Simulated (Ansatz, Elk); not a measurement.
**Bonding as seen by X-rays: HfCo5**

The structure of HfCo5 used here is made up (a known structure type with other elements) and was relaxed beforehand with PBE. The aim is the Fourier transform of its all-electron density, F(hkl), set beside the sum over free spherical atoms that refinements use.

Main program and level: Elk 11.2.3 (patched build); DFT, PBE, all-electron APW+lo, Dirac cores, scalar-relativistic bands, static density, ferromagnetic start.

This account leaves out most program logs.

The structure was built from a prototype and need not be the compound's stable phase.

### Step 1. Set-up

It takes space group P6/mmm (No. 191, hexagonal). Conventional cell: a = 4.740 Å, b = 4.740 Å, c = 3.964 Å, α = 90.00°, β = 90.00°, γ = 120.00°. Nearest to Hf lie 6 Co at 2.74 Å. Nearest to Co lie 8 Co at 2.37 to 2.41 Å. Co has 9 Co at 2.41 to 2.74 Å and 3 Hf at 2.74 Å nearest. Farther neighbours are not listed.

Structure file:

```cif
data_structure
_symmetry_space_group_name_H-M 'P6/mmm'
_symmetry_Int_Tables_number 191
_cell_length_a 4.7398
_cell_length_b 4.7398
_cell_length_c 3.9636
_cell_angle_alpha 90.000
_cell_angle_beta 90.000
_cell_angle_gamma 120.000
_cell_volume 77.12
loop_
_atom_site_label
_atom_site_type_symbol
_atom_site_symmetry_multiplicity
_atom_site_Wyckoff_symbol
_atom_site_fract_x
_atom_site_fract_y
_atom_site_fract_z
_atom_site_occupancy
Hf1 Hf 1 a 0.00000 0.00000 0.00000 1
Co1 Co 3 g 0.00000 0.50000 0.50000 1
Co2 Co 2 c 0.66667 0.33333 0.00000 1
```

### Step 2. Ground state and structure factors

An all-electron density is needed, since X-rays see the cores too. Task 0 finds the density and task 195 Fourier-transforms it; tshift is off so that phases refer to the origin typed.

The input, elk.in:

```
tasks
  0
  195
  196

xctype
  20

spinpol
  .true.

rgkmax
  7.0

gmaxvr
  14.0

lmaxo
  7

lmaxapw
  8

swidth
  0.002

tshift
  .false.

ramdisk
  .false.

hmaxvr
  5.5

maxscl
  120

epspot
  1e-06

reducebf
  0.8

sppath
  './'

avec
  8.95698798923 0.00000000000 0.00000000000
  -4.47849399461 7.75697914006 0.00000000000
  0.00000000000 0.00000000000 7.49005247749

atoms
  2
  'Hf.in'
  1
  0.0000000000 0.0000000000 0.0000000000   0.000000 0.000000 0.000000
  'Co.in'
  5
  0.0000000000 0.5000000000 0.5000000000   0.000000 0.000000 -0.075000
  0.5000000000 0.5000000000 0.5000000000   0.000000 0.000000 -0.075000
  0.5000000000 -0.0000000000 0.5000000000   0.000000 0.000000 -0.075000
  0.6666666667 0.3333333333 0.0000000000   0.000000 0.000000 -0.065000
  0.3333333333 0.6666666667 0.0000000000   0.000000 0.000000 -0.065000

ngridk
  5 5 5
```

Run with:

```console
OMP_NUM_THREADS=4 elk
```

Run time: 2.5 min. Hardware: 4 threads of AMD EPYC 9R45 (Zen 5), shared host; peak memory 0.63 GiB; 9.1 min of CPU time.

SFACRHO.OUT:

```text

h k l indices transformed by vhmat matrix:
   1.000000000       0.000000000       0.000000000    
   0.000000000       1.000000000       0.000000000    
   0.000000000       0.000000000       1.000000000    

      h      k      l  multipl.   |H|            Re(F)            Im(F)           |F|

      0      0      0      1   0.0000000       207.00000      0.78960949E-17   207.00000    
      1      0      0      6  0.81000415       17.839898     -0.72220372E-14   17.839898    
      0      0     -1      2  0.83887067       42.042694     -0.82536550E-14   42.042694    
      1      0     -1     12   1.1661092       62.419810      0.10833056E-13   62.419810    
      2     -1      0      6   1.4029683       80.525681      0.41641754E-14   80.525681    
      2     -2      0      6   1.6200083       96.517510      0.25277130E-13   96.517510    
     -2      1      1     12   1.6346327       115.64327      0.61259593E-15   115.64327    
      0      0     -2      2   1.6777413       152.98471      0.13900224E-13   152.98471    
      2      0     -1     12   1.8243166      -17.927596     -0.54165279E-14   17.927596    
     -1      1      2     12   1.8630413       18.943388      0.12638565E-13   18.943388    
     -3      1      0     12   2.1430695       18.791582      -0.0000000       18.791582    
     -1      2     -2     12   2.1870382       68.806871     -0.65363507E-14   68.806871    
     -1      3      1     24   2.3014020       51.006846     -0.10833056E-13   51.006846    
      0      2      2     12   2.3322184       82.759835     -0.12638565E-13   82.759835    
     -3      0      0      6   2.4300125       65.321503      0.37079942E-14   65.321503    
      0      0     -3      2   2.5166120       33.754611     -0.16475481E-13   33.754611    
      3      0      1     12   2.5707323       93.514796     -0.26337690E-13   93.514796    
      1     -1      3     12   2.6437554       47.773906     -0.18055093E-13   47.773906
```

Elk indexes on the primitive cell of elk.in and gives |H| = 4π sin θ/λ in inverse bohr. Below, one row stands for each form hkl of the conventional cell (m members, Friedel mates merged), F is for one primitive cell and the density is static (no thermal factor). Free-atom factors are Waasmaier and Kirfel's, and R is Σm||F|−|F'||/Σm|F|.

```tsv
hkl	m	sin θ/λ (Å⁻¹)	abs F, DFT	neutral atoms	diff.
100	6	0.122	17.840	18.387	-0.547
001	2	0.126	42.043	42.186	-0.144
101	12	0.175	62.420	62.542	-0.122
110	6	0.211	80.526	80.824	-0.298
200	6	0.244	96.517	97.074	-0.557
111	12	0.246	115.643	116.289	-0.646
002	2	0.252	152.985	153.777	-0.792
201	12	0.274	17.928	18.399	-0.471
102	12	0.280	18.943	18.701	+0.242
210	12	0.322	18.792	18.613	+0.178
112	12	0.329	68.807	68.960	-0.154
211	24	0.346	51.007	51.053	-0.047
202	12	0.351	82.760	82.989	-0.230
300	6	0.365	65.322	65.499	-0.177
003	2	0.378	33.755	33.710	+0.044
301	12	0.387	93.515	93.704	-0.189
103	12	0.398	47.774	47.842	-0.068
212	24	0.409	18.323	18.272	+0.051
220	6	0.422	116.723	116.891	-0.168
113	12	0.433	87.141	87.163	-0.022
310	12	0.439	18.102	18.118	-0.016
221	12	0.440	31.673	31.732	-0.059
```

### Step 3. The magnetisation density

The same run holds the spin density, and task 196 transforms it. The order is that of the start, and no other was tried.

SFACMAG_1.OUT:

```text

h k l indices transformed by vhmat matrix:
   1.000000000       0.000000000       0.000000000    
   0.000000000       1.000000000       0.000000000    
   0.000000000       0.000000000       1.000000000    

      h      k      l  multipl.   |H|            Re(F)            Im(F)           |F|

      0      0      0      1   0.0000000       6.5557858      0.11118254E-17   6.5557858    
      1      0      0      6  0.81000415      -2.8148426     -0.56422165E-15   2.8148426    
      0      0     -1      2  0.83887067      -1.9568847     -0.52771009E-15   1.9568847    
      1      0     -1     12   1.1661092      0.83315800E-01  0.67706598E-15  0.83315800E-01
      2     -1      0      6   1.4029683      0.78115158      0.23012587E-15  0.78115158    
      2     -2      0      6   1.6200083       2.1892538      0.14669763E-14   2.1892538    
     -2      1      1     12   1.6346327       2.8382814      0.40565087E-16   2.8382814    
      0      0     -2      2   1.6777413       4.8046649      0.74671804E-15   4.8046649    
      2      0     -1     12   1.8243166      -3.6025794     -0.22568866E-15   3.6025794    
     -1      1      2     12   1.8630413      -1.7053018      0.67706598E-15   1.7053018    
     -3      1      0     12   2.1430695      -1.3804976      -0.0000000       1.3804976    
     -1      2     -2     12   2.1870382      0.53667608     -0.28342996E-15  0.53667608    
     -1      3      1     24   2.3014020      0.11397355     -0.45137732E-15  0.11397355    
      0      2      2     12   2.3322184       1.4465859     -0.67706598E-15   1.4465859    
     -3      0      0      6   2.4300125      0.54025657      0.89261629E-16  0.54025657    
      0      0     -3      2   2.5166120     -0.74997026     -0.64360024E-15  0.74997026
```

The total moment is 6.56 μB a cell; sphere moments: Hf1 -0.36, Co2 +1.53, Co3 +1.53, Co4 +1.53, Co5 +1.32, Co6 +1.32 μB. Polarised neutrons measure spin and orbital magnetisation together; without spin-orbit coupling the run gives the spin part:

```tsv
hkl	sin θ/λ (Å⁻¹)	abs F_M (μB)
100	0.122	2.815
001	0.126	1.957
101	0.175	0.083
110	0.211	0.781
200	0.244	2.189
111	0.246	2.838
002	0.252	4.805
201	0.274	3.603
102	0.280	1.705
210	0.322	1.381
112	0.329	0.537
211	0.346	0.114
202	0.351	1.447
300	0.365	0.540
```

### Step 4. The highest occupied states alone

An energy window below the Fermi level keeps the highest occupied states, to see at which angles they scatter; shallow core shells can lie inside it and anion s states outside. No new self-consistency is needed.

elk.in, as its differences from that of step 2:

```diff
@@ -1,5 +1,3 @@
 tasks
-  0
   195
-  196
 
@@ -44,2 +42,5 @@
 
+wsfac
+  -0.109690 0.631300
+
 sppath
```

Run with:

```console
OMP_NUM_THREADS=4 elk
```

It took 5 s on 4 threads; peak memory 0.35 GiB.

States within 12 eV below the Fermi level hold 49.00 electrons; any levels below the window count with the cores. Their amplitudes can exceed the total, where window and core parts have opposite phase:

```tsv
hkl	sin θ/λ (Å⁻¹)	abs F, window	abs F, all
100	0.122	12.474	17.840
001	0.126	5.419	42.043
101	0.175	0.388	62.420
110	0.211	4.648	80.526
200	0.244	7.824	96.517
111	0.246	11.715	115.643
002	0.252	19.138	152.985
201	0.274	13.782	17.928
102	0.280	6.631	18.943
210	0.322	5.568	18.792
```

### Step 5. Another functional

The difference from free atoms is small, so it is set against the change that PBEsol makes.

elk.in, as its differences from that of step 4:

```diff
@@ -1,6 +1,8 @@
 tasks
+  0
   195
+  196
 
 xctype
-  20
+  22
 
@@ -42,5 +44,2 @@
 
-wsfac
-  -0.109690 0.631300
-
 sppath
```

Run with:

```console
OMP_NUM_THREADS=4 elk
```

Run time: 2.5 min. Hardware: 4 threads; peak memory 0.63 GiB; 9.1 min of CPU time.

Against the first run R = 0.02 %; the largest change is -0.056 at 002. The moment goes from 6.56 to 6.52 μB.

### Step 6. Basis size

The basis and the expansions that go with it are enlarged, to see whether the differences are converged.

elk.in, as its differences from that of step 5:

```diff
@@ -6,3 +6,3 @@
 xctype
-  22
+  20
 
@@ -12,12 +12,12 @@
 rgkmax
-  7.0
+  8.5
 
 gmaxvr
-  14.0
+  18.0
 
 lmaxo
-  7
+  9
 
 lmaxapw
-  8
+  10
```

Run with:

```console
OMP_NUM_THREADS=4 elk
```

The job ended after 4 min (4 threads; peak memory 0.97 GiB; 14 min of CPU time).

Against the first run R = 0.01 %; the largest change is -0.023 at 220. The moment goes from 6.56 to 6.52 μB.

### Step 7. Settings against the effect

```tsv
run	R against the first run (%)	R against neutral atoms, low angle (%)	wall time
PBE, rgkmax 7	0.00	0.68	2.5 min
PBEsol	0.02	0.70	2.5 min
rgkmax 8.5 with larger expansions	0.01	0.67	4 min
```

### Step 8. Outcome

```json
{
  "R against neutral atoms, sin θ/λ < 0.3 Å⁻¹": "0.68 %",
  "R against neutral atoms, 0.3 to 0.82 Å⁻¹": "0.23 %"
}
```

**Reading.** Independent neutral atoms miss the calculated amplitudes by R = 0.68 % below 0.3 Å⁻¹ and 0.23 % from there to 0.82 Å⁻¹; by shells, 1.87 % below 0.15 Å⁻¹ (2 forms), 0.62 % 0.15 to 0.3 (7 forms), 0.18 % 0.3 to 0.45 (14 forms), 0.24 % above 0.45 (77 forms). Bonding, aspherical density and the tables' own atoms all enter these figures, and the runs don't part them. The largest change of an amplitude is -0.79 electrons, at 002. The magnetic order is that of the start. No other order was tried here, and an antiferromagnetic one would change or move the magnetic intensity. The window's part falls from 49.0 electrons at the origin to at most 6.34 between 0.45 and 0.82 Å⁻¹, where compact states inside the window still scatter. Below 0.3 Å⁻¹ the changes that finished (PBEsol and rgkmax 8.5 with larger expansions) move F by R = 0.03 % at most, against the 0.68 % that separates it from free atoms. The magnetic factors move by R = 1.6 % (PBEsol) and 0.4 % (rgkmax 8.5 with larger expansions). The k-mesh has no finished test. Spin-orbit coupling is left out, which can matter for elements this heavy. Part of the difference isn't bonding: the tables are fits to free atoms and ions calculated by other methods than this functional. Thermal motion, anomalous dispersion and extinction are left out.

[Logs are printed without paths, hosts, clocks, repeated set-up lines and the standing remarks that a program may print on its own settings, such as how far it seeks lower states.]

[Hosts, paths, dates, database ids (printed as entryN), source tags and the programs' standing remarks are cut or masked in the printed files.]
